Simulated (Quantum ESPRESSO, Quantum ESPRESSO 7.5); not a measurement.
**Li(110), 5 layers: vacuum convergence**

Which setting serves for Li(110), 5 layers? The runs below step through one kind of setting.

Method: plane-wave DFT, PBE, GBRV ultrasoft pseudopotentials, in Quantum ESPRESSO 7.5.

## Step 1: Set-up

The cell holds 5 atoms: 5 Li. Its edges and angles: a = 3.022 Å, b = 3.022 Å, c = 33.871 Å, α = 90.0°, β = 90.0°, γ = 70.5°. It derives from Li. Vacuum lies along c.

Structure file:

```cif
data_structure
_symmetry_space_group_name_H-M 'P 1'
_symmetry_Int_Tables_number 1
_cell_length_a 3.0224
_cell_length_b 3.0224
_cell_length_c 33.8712
_cell_angle_alpha 90.000
_cell_angle_beta 90.000
_cell_angle_gamma 70.529
_cell_volume 291.72
loop_
_atom_site_label
_atom_site_type_symbol
_atom_site_fract_x
_atom_site_fract_y
_atom_site_fract_z
_atom_site_occupancy
Li1 Li 0.00000 0.00000 0.35428 1
Li2 Li 0.50000 0.50000 0.42714 1
Li3 Li 0.00000 0.00000 0.50000 1
Li4 Li 0.50000 0.50000 0.57286 1
Li5 Li 0.00000 0.00000 0.64572 1
```

## Step 2: Ground state: 24 Å of vacuum

The first run is the reference of the series.

File c0.in:

```
&control
  prefix = 'c0'
  outdir = './out'
  pseudo_dir = './pseudo'
  calculation = 'scf'
  tprnfor = .true.
/
&system
  ibrav = 0
  nat = 5
  ntyp = 1
  ecutwfc = 40
  ecutrho = 200
  occupations = 'smearing'
  smearing = 'mv'
  degauss = 0.02
/
&electrons
  conv_thr = 1e-07
  mixing_beta = 0.4
  electron_maxstep = 120
  mixing_mode = 'local-TF'
/
ATOMIC_SPECIES
  Li  6.9400  li_pbe_v1.4.uspp.F.UPF
CELL_PARAMETERS angstrom
  2.46780266634105 -1.74500000000000 0.00000000000000
  2.46780266634105 1.74500000000000 0.00000000000000
  0.00000000000000 0.00000000000000 33.87121066536420
ATOMIC_POSITIONS crystal
  Li  0.000000000000 0.000000000000 0.354283173358
  Li  0.500000000000 0.500000000000 0.427141586679
  Li  0.000000000000 0.000000000000 0.500000000000
  Li  0.500000000000 0.500000000000 0.572858413321
  Li  0.000000000000 0.000000000000 0.645716826642
K_POINTS automatic
  8 8 1 0 0 0
```

Launch:

```
OMP_NUM_THREADS=1 mpirun -n 4 pw.x -nk 4 -in c0.in > c0.out
```

The program printed:

```text
Program PWSCF v.7.5 starts
[citation notice left out]

     Parallel version (MPI & OpenMP), running on       4 processor cores
     Number of MPI processes:                 4
     Threads/MPI process:                     1

     MPI processes distributed on     1 nodes
[...]
Current dimensions of program PWSCF are:
     Max number of different atomic species (ntypx) = 10
     Max number of k-points (npk) =  40000
     Max angular momentum in pseudopotentials (lmaxx) =  4
     Message from routine setup:
     using ibrav=0 with symmetry is DISCOURAGED, use correct ibrav instead

     K-points division:     npool     =       4
     Subspace diagonalization in iterative solution of the eigenvalue problem:
     a serial algorithm will be used

     G-vector sticks info
     --------------------
     sticks:   dense  smooth     PW     G-vecs:    dense   smooth      PW
     Sum         483     395    129                93975    67407   12361

     Using Slab Decomposition

     bravais-lattice index     =            0
     lattice parameter (alat)  =       5.7116  a.u.
     unit-cell volume          =    1968.6258 (a.u.)^3
     number of atoms/cell      =            5
     number of atomic types    =            1
     number of electrons       =        15.00
     number of Kohn-Sham states=           12
     kinetic-energy cutoff     =      40.0000  Ry
     charge density cutoff     =     200.0000  Ry
     scf convergence threshold =      1.0E-07
     mixing beta               =       0.4000
     number of iterations used =            8  local-TF  mixing
     Exchange-correlation=  SLA  PW   PBX  PBC
                           (   1   4   3   4   0   0   0)

     celldm(1)=   5.711562  celldm(2)=   0.000000  celldm(3)=   0.000000
     celldm(4)=   0.000000  celldm(5)=   0.000000  celldm(6)=   0.000000

     crystal axes: (cart. coord. in units of alat)
               a(1) = (   0.816497  -0.577350   0.000000 )
               a(2) = (   0.816497   0.577350   0.000000 )
               a(3) = (   0.000000   0.000000  11.206620 )

     reciprocal axes: (cart. coord. in units 2 pi/alat)
               b(1) = (  0.612372 -0.866025  0.000000 )
               b(2) = (  0.612372  0.866025 -0.000000 )
               b(3) = ( -0.000000  0.000000  0.089233 )

     PseudoPot. # 1 for Li read from file:
     ./pseudo/li_pbe_v1.4.uspp.F.UPF
     Pseudo is Ultrasoft, Zval =  3.0
     Generated by new atomic code, or converted to UPF format
     Using radial grid of  751 points,  5 beta functions with:
                l(1) =   0
                l(2) =   0
                l(3) =   0
                l(4) =   1
                l(5) =   1
     Q(r) pseudized with 10 coefficients,  rinner =    1.150   1.150   1.150

     atomic species   valence    mass     pseudopotential
     Li                3.00     6.94000     Li( 1.00)

      8 Sym. Ops., with inversion, found

   Cartesian axes

     site n.     atom                  positions (alat units)
         1        Li     tau(   1) = (   0.0000000   0.0000000   3.9703170  )
         2        Li     tau(   2) = (   0.8164966   0.0000000   4.7868136  )
         3        Li     tau(   3) = (   0.0000000   0.0000000   5.6033102  )
         4        Li     tau(   4) = (   0.8164966   0.0000000   6.4198068  )
         5        Li     tau(   5) = (   0.0000000   0.0000000   7.2363034  )

     number of k points=    21  Marzari-Vanderbilt smearing, width (Ry)=  0.0200
                       cart. coord. in units 2pi/alat
        k(    1) = (   0.0000000   0.0000000   0.0000000), wk =   0.0312500
        k(    2) = (   0.0765466   0.1082532   0.0000000), wk =   0.1250000
        k(    3) = (   0.1530931   0.2165064   0.0000000), wk =   0.1250000
        k(    4) = (   0.2296397   0.3247595   0.0000000), wk =   0.1250000
        k(    5) = (  -0.3061862  -0.4330127   0.0000000), wk =   0.0625000
        k(    6) = (   0.1530931   0.0000000   0.0000000), wk =   0.0625000
        k(    7) = (   0.2296397   0.1082532   0.0000000), wk =   0.1250000
        k(    8) = (   0.3061862   0.2165064   0.0000000), wk =   0.1250000
        k(    9) = (  -0.2296397  -0.5412659   0.0000000), wk =   0.1250000
        k(   10) = (  -0.1530931  -0.4330127   0.0000000), wk =   0.1250000
[...]
k(   21) = (  -0.6123724   0.0000000   0.0000000), wk =   0.0312500

     Dense  grid:    93975 G-vectors     FFT dimensions: (  25,  25, 300)

     Smooth grid:    67407 G-vectors     FFT dimensions: (  24,  24, 270)

     Estimated max dynamical RAM per process >     108.69 MB

     Estimated total dynamical RAM >     365.93 MB

     Initial potential from superposition of free atoms

     starting charge      12.7463, renormalised to      15.0000

     negative rho (up, down):  1.661E-04 0.000E+00
     Starting wfcs are   25 randomized atomic wfcs

     total cpu time spent up to now is        1.0 secs

     per-process dynamical memory:    62.0 Mb

     Self-consistent Calculation

     iteration #  1     ecut=    40.00 Ry     beta= 0.40
     Davidson diagonalization with overlap
     ethr =  1.00E-02,  avg # of iterations =  3.2

     negative rho (up, down):  2.478E-04 0.000E+00

     total cpu time spent up to now is        2.6 secs

     total energy              =     -72.60506506 Ry
     estimated scf accuracy    <       0.95342513 Ry

     iteration #  2     ecut=    40.00 Ry     beta= 0.40
[...]
negative rho (up, down):  2.026E-03 0.000E+00

[...]
total energy              =     -72.32051630 Ry
     estimated scf accuracy    <       0.46678618 Ry

     iteration #  3     ecut=    40.00 Ry     beta= 0.40
[...]
negative rho (up, down):  1.171E-02 0.000E+00

[...]
total energy              =     -72.30509179 Ry
     estimated scf accuracy    <       0.07212674 Ry

     iteration #  4     ecut=    40.00 Ry     beta= 0.40
[...]
negative rho (up, down):  1.093E-02 0.000E+00

[...]
total energy              =     -72.32081233 Ry
     estimated scf accuracy    <       0.00322914 Ry

     iteration #  5     ecut=    40.00 Ry     beta= 0.40
[...]
negative rho (up, down):  9.448E-03 0.000E+00

[...]
total energy              =     -72.32071044 Ry
     estimated scf accuracy    <       0.00129408 Ry

     iteration #  6     ecut=    40.00 Ry     beta= 0.40
[...]
negative rho (up, down):  8.765E-03 0.000E+00

[...]
total energy              =     -72.32074469 Ry
     estimated scf accuracy    <       0.00035115 Ry

     iteration #  7     ecut=    40.00 Ry     beta= 0.40
[...]
negative rho (up, down):  6.260E-03 0.000E+00

[...]
total energy              =     -72.32057372 Ry
     estimated scf accuracy    <       0.00026715 Ry

     iteration #  8     ecut=    40.00 Ry     beta= 0.40
[...]
negative rho (up, down):  5.106E-03 0.000E+00

[...]
total energy              =     -72.32055082 Ry
     estimated scf accuracy    <       0.00011009 Ry

     iteration #  9     ecut=    40.00 Ry     beta= 0.40
[...]
negative rho (up, down):  2.534E-03 0.000E+00

[...]
total energy              =     -72.32044385 Ry
     estimated scf accuracy    <       0.00007519 Ry

     iteration # 10     ecut=    40.00 Ry     beta= 0.40
[...]
negative rho (up, down):  1.068E-03 0.000E+00

[...]
total energy              =     -72.32045857 Ry
     estimated scf accuracy    <       0.00003287 Ry

     iteration # 11     ecut=    40.00 Ry     beta= 0.40
[...]
negative rho (up, down):  3.919E-04 0.000E+00

[...]
total energy              =     -72.32045681 Ry
     estimated scf accuracy    <       0.00000707 Ry

     iteration # 12     ecut=    40.00 Ry     beta= 0.40
[...]
negative rho (up, down):  9.935E-05 0.000E+00

[...]
total energy              =     -72.32045671 Ry
     estimated scf accuracy    <       0.00000076 Ry

     iteration # 13     ecut=    40.00 Ry     beta= 0.40
[...]
negative rho (up, down):  3.890E-05 0.000E+00

[...]
total energy              =     -72.32045676 Ry
     estimated scf accuracy    <       0.00000089 Ry

     iteration # 14     ecut=    40.00 Ry     beta= 0.40
[...]
negative rho (up, down):  2.579E-05 0.000E+00

[...]
End of self-consistent calculation

          k = 0.0000 0.0000 0.0000 (  8415 PWs)   bands (ev):

   -48.7385 -48.7385 -48.3141 -48.3136 -48.2575  -5.0881  -4.7117  -3.9958
    -3.0147  -1.9572  -1.4237   1.1206

          k = 0.0765 0.1083 0.0000 (  8437 PWs)   bands (ev):

   -48.7374 -48.7374 -48.3129 -48.3124 -48.2564  -4.8696  -4.4927  -3.7750
    -2.7874  -1.7057  -1.1385   1.3573

          k = 0.1531 0.2165 0.0000 (  8420 PWs)   bands (ev):

   -48.7346 -48.7346 -48.3099 -48.3096 -48.2538  -4.2141  -3.8399  -3.1249
    -2.1331  -0.9928  -0.2847   1.7957

          k = 0.2296 0.3248 0.0000 (  8391 PWs)   bands (ev):

   -48.7318 -48.7318 -48.3069 -48.3068 -48.2512  -3.1287  -2.7816  -2.1271
    -1.2680  -0.3920   1.1273   1.3190

          k =-0.3062-0.4330 0.0000 (  8398 PWs)   bands (ev):

   -48.7306 -48.7306 -48.3056 -48.3056 -48.2501  -1.6959  -1.6444  -1.5577
    -1.4597  -1.3764   1.3281   1.6190

          k = 0.1531 0.0000 0.0000 (  8415 PWs)   bands (ev):

   -48.7366 -48.7366 -48.3121 -48.3116 -48.2556  -4.7961  -4.4173  -3.6961
    -2.7036  -1.6154  -1.0447   1.4499

[...]
the Fermi energy is    -1.6829 ev

!    total energy              =     -72.32045675 Ry
     estimated scf accuracy    <       0.00000001 Ry
     smearing contrib. (-TS)   =      -0.00065359 Ry
     internal energy E=F+TS    =     -72.31980317 Ry

     The total energy is F=E-TS. E is the sum of the following terms:
     one-electron contribution =    -451.73677701 Ry
     hartree contribution      =     218.30397861 Ry
     xc contribution           =     -16.80445218 Ry
     ewald contribution        =     177.91744742 Ry

     convergence has been achieved in  14 iterations

     Forces acting on atoms (cartesian axes, Ry/au):

     atom    1 type  1   force =     0.00000000    0.00000000    0.00358832
     atom    2 type  1   force =     0.00000000    0.00000000   -0.00219494
     atom    3 type  1   force =     0.00000000    0.00000000    0.00000000
     atom    4 type  1   force =     0.00000000    0.00000000    0.00219494
     atom    5 type  1   force =     0.00000000    0.00000000   -0.00358832

     Total force =     0.005949     Total SCF correction =     0.000035

[...]
=------------------------------------------------------------------------------=
   JOB DONE.
=------------------------------------------------------------------------------=
```

Wall time 25 s (4 MPI ranks of Arm Neoverse V1, shared host); peak memory 0.47 GiB; 98 s of CPU time.

Read from the output:

```
free energy  : -983.9699 eV
Fermi energy : -1.683 eV
```

The program's own clock; routines nest. Time by routine:

| routine | wall time (s) | calls |
| --- | --- | --- |
| PWSCF | 24.1 | 1 |
| electrons | 22.94 | 1 |
| c_bands | 12.85 | 14 |
| cegterg | 11.96 | 84 |
| h_psi | 10.48 | 550 |
| fftw | 10.09 | 6638 |
| vloc_psi | 9.22 | 550 |
| mix_rho | 6.49 | 14 |
| ffts | 4.2 | 1628 |
| sum_band | 2.38 | 14 |
| v_of_rho | 0.96 | 15 |
| init_run | 0.93 | 1 |
| calbec | 0.82 | 658 |
| wfcinit | 0.68 | 1 |

The run needed 14 iterations to bring the estimated error under 1e-07 Ry; the largest force on any atom, held or free, is 0.09 eV/Å.

## Step 3: Electrostatic potential

plot_num = 11 writes the bare and Hartree potential. It leaves out exchange and correlation, which fade slowly, so it flattens close to the surface.

File c0.pot.in:

```
&inputpp
  prefix = 'c0'
  outdir = './out'
  filplot = 'c0.pot.dat'
  plot_num = 11
/
```

Launch:

```
OMP_NUM_THREADS=1 mpirun -n 4 pp.x -in c0.pot.in > c0.pot.out
```

The program printed:

```text
[banner, memory and clock lines left out]
Program POST-PROC v.7.5 starts

          URL

     ./out/c0.save/

     IMPORTANT: XC functional enforced from input :
     Exchange-correlation= PBE
                           (   1   4   3   4   0   0   0)
     Any further DFT definition will be discarded
     Please, verify this is what you really want

     negative rho (up, down):  2.579E-05 0.000E+00

     Calling punch_plot, plot_num =  11
     Writing data to file  c0.pot.dat
     Message from routine chdens:
     namelist plot not found or invalid, exiting
```

It took 0.79 s on 4 MPI ranks; peak memory 0.09 GiB.

Read from the output:

- potential in the middle of the vacuum, over the Fermi level: 3.253 eV

The potential energy, planar mean oscillates, so the rows of the table below give means over windows of 2.48 Å about each position, cut where the curve ends. Its maxima inside the range that stand out by 2 % of the span (Å: eV): 13.2: 1.85, 15.7: 1.88, 18.2: 1.88, 20.7: 1.85. Its minima: 12.0: -2.74, 14.5: -2.45, 16.9: -2.39, 19.4: -2.45, 21.9: -2.74.

Electrostatic potential energy of an electron; zero at the Fermi level. Table of potential energy, planar mean by z; means over each step:

z (Å), potential energy, planar mean (eV) and a bar from the least value:
```
     1.24       3.25 ##############################
     3.72       3.25 ##############################
     6.20       3.25 ##############################
     8.68       3.19 #############################
    11.16       0.17 ####
    13.64      -0.19 #
    16.12      -0.14 #
    18.60      -0.16 #
    21.08      -0.29 
    23.56       2.03 ####################
    26.04       3.24 ##############################
    28.52       3.25 ##############################
    31.00       3.25 ##############################
    33.48       3.25 ##############################
```

Inside the slab this potential holds the local part of the pseudopotentials, which can be repulsive at the nuclei; only its value in the vacuum has a meaning of its own.

## Step 4: Self-consistent run: 18 Å of vacuum

File c2.in:

```
&control
  prefix = 'c2'
  outdir = './out'
  pseudo_dir = './pseudo'
  calculation = 'scf'
  tprnfor = .true.
/
&system
  ibrav = 0
  nat = 5
  ntyp = 1
  ecutwfc = 40
  ecutrho = 200
  occupations = 'smearing'
  smearing = 'mv'
  degauss = 0.02
/
&electrons
  conv_thr = 1e-07
  mixing_beta = 0.4
  electron_maxstep = 120
  mixing_mode = 'local-TF'
/
ATOMIC_SPECIES
  Li  6.9400  li_pbe_v1.4.uspp.F.UPF
CELL_PARAMETERS angstrom
  2.46780266634105 -1.74500000000000 0.00000000000000
  2.46780266634105 1.74500000000000 0.00000000000000
  0.00000000000000 0.00000000000000 27.87121066536420
ATOMIC_POSITIONS crystal
  Li  0.000000000000 0.000000000000 0.322913852149
  Li  0.500000000000 0.500000000000 0.411456926074
  Li  0.000000000000 0.000000000000 0.500000000000
  Li  0.500000000000 0.500000000000 0.588543073926
  Li  0.000000000000 0.000000000000 0.677086147851
K_POINTS automatic
  8 8 1 0 0 0
```

Launch:

```
OMP_NUM_THREADS=1 mpirun -n 4 pw.x -nk 4 -in c2.in > c2.out
```

The program printed:

```text
[banner, memory and clock lines left out]
Program PWSCF v.7.5 starts
[...]
Message from routine setup:
[...]
number of electrons       =        15.00
     number of Kohn-Sham states=           12
     kinetic-energy cutoff     =      40.0000  Ry
     charge density cutoff     =     200.0000  Ry
[...]
number of k points=    21  Marzari-Vanderbilt smearing, width (Ry)=  0.0200
[...]
Dense  grid:    77299 G-vectors     FFT dimensions: (  25,  25, 240)
[...]
negative rho (up, down):  1.165E-04 0.000E+00
     Starting wfcs are   25 randomized atomic wfcs
[...]
negative rho (up, down):  2.853E-05 0.000E+00
[...]
estimated scf accuracy    <       0.95309464 Ry
[...]
negative rho (up, down):  3.008E-06 0.000E+00
[...]
estimated scf accuracy    <       0.54823391 Ry
[...]
negative rho (up, down):  3.221E-07 0.000E+00
[...]
estimated scf accuracy    <       0.02014568 Ry
[...]
estimated scf accuracy    <       0.00319322 Ry
[...]
estimated scf accuracy    <       0.00071837 Ry
[...]
estimated scf accuracy    <       0.00050300 Ry
[...]
estimated scf accuracy    <       0.00017450 Ry
[...]
estimated scf accuracy    <       0.00006813 Ry
[...]
estimated scf accuracy    <       0.00002250 Ry
[...]
estimated scf accuracy    <       0.00002111 Ry
[...]
negative rho (up, down):  9.374E-07 0.000E+00
[...]
estimated scf accuracy    <       0.00000660 Ry
[...]
negative rho (up, down):  6.442E-07 0.000E+00
[...]
estimated scf accuracy    <       0.00000011 Ry
[...]
negative rho (up, down):  1.314E-05 0.000E+00
[...]
the Fermi energy is    -1.3447 ev
!    total energy              =     -72.32045421 Ry
     estimated scf accuracy    <       0.00000007 Ry
     smearing contrib. (-TS)   =      -0.00065345 Ry
     internal energy E=F+TS    =     -72.31980075 Ry
[...]
one-electron contribution =    -305.28324153 Ry
     hartree contribution      =     145.26354957 Ry
     xc contribution           =     -16.80446876 Ry
     ewald contribution        =     104.50435997 Ry
     convergence has been achieved in  13 iterations
[...]
Total force =     0.005924     Total SCF correction =     0.000155
[...]
```

Wall time 17 s (4 MPI ranks); peak memory 0.41 GiB; 68 s of CPU time.

Numbers from this step:

- Fermi energy: -1.345 eV

The program's own clock; routines nest. Time by routine:

| routine | wall time (s) | calls |
| --- | --- | --- |
| PWSCF | 16.58 | 1 |
| electrons | 15.6 | 1 |
| c_bands | 8.98 | 13 |
| cegterg | 8.34 | 78 |
| h_psi | 7.37 | 371 |
| fftw | 7.09 | 6100 |
| vloc_psi | 6.49 | 371 |
| mix_rho | 4.04 | 13 |
| ffts | 2.59 | 1293 |
| sum_band | 1.71 | 13 |
| init_run | 0.77 | 1 |
| v_of_rho | 0.7 | 14 |
| calbec | 0.6 | 473 |
| wfcinit | 0.54 | 1 |

## Step 5: Electrostatic potential

File c2.pot.in:

```
&inputpp
  prefix = 'c2'
  outdir = './out'
  filplot = 'c2.pot.dat'
  plot_num = 11
/
```

Launch:

```
OMP_NUM_THREADS=1 mpirun -n 4 pp.x -in c2.pot.in > c2.pot.out
```

Run time: 0.77 s. Hardware: 4 MPI ranks; peak memory 0.1 GiB; 2.7 s of CPU time.

Numbers from this step:

- potential in the middle of the vacuum, over the Fermi level: 3.252 eV

Counted from each run's own zero (the Fermi level), the vacuum level differs from the first run's by -0 meV.

[end of part 1 of 2]

[Logs are printed without paths, hosts, clocks, repeated set-up lines and the standing remarks that a program may print on its own settings, such as how far it seeks lower states.]

[Hosts, paths, dates, database ids (printed as entryN), source tags and the programs' standing remarks are cut or masked in the printed files.]

[Maps of the electrostatic potential energy from Ansatz leave out the sawtooth potential of an applied field or a dipole correction, so their vacuum need not be flat; planar profiles and work functions include it.]
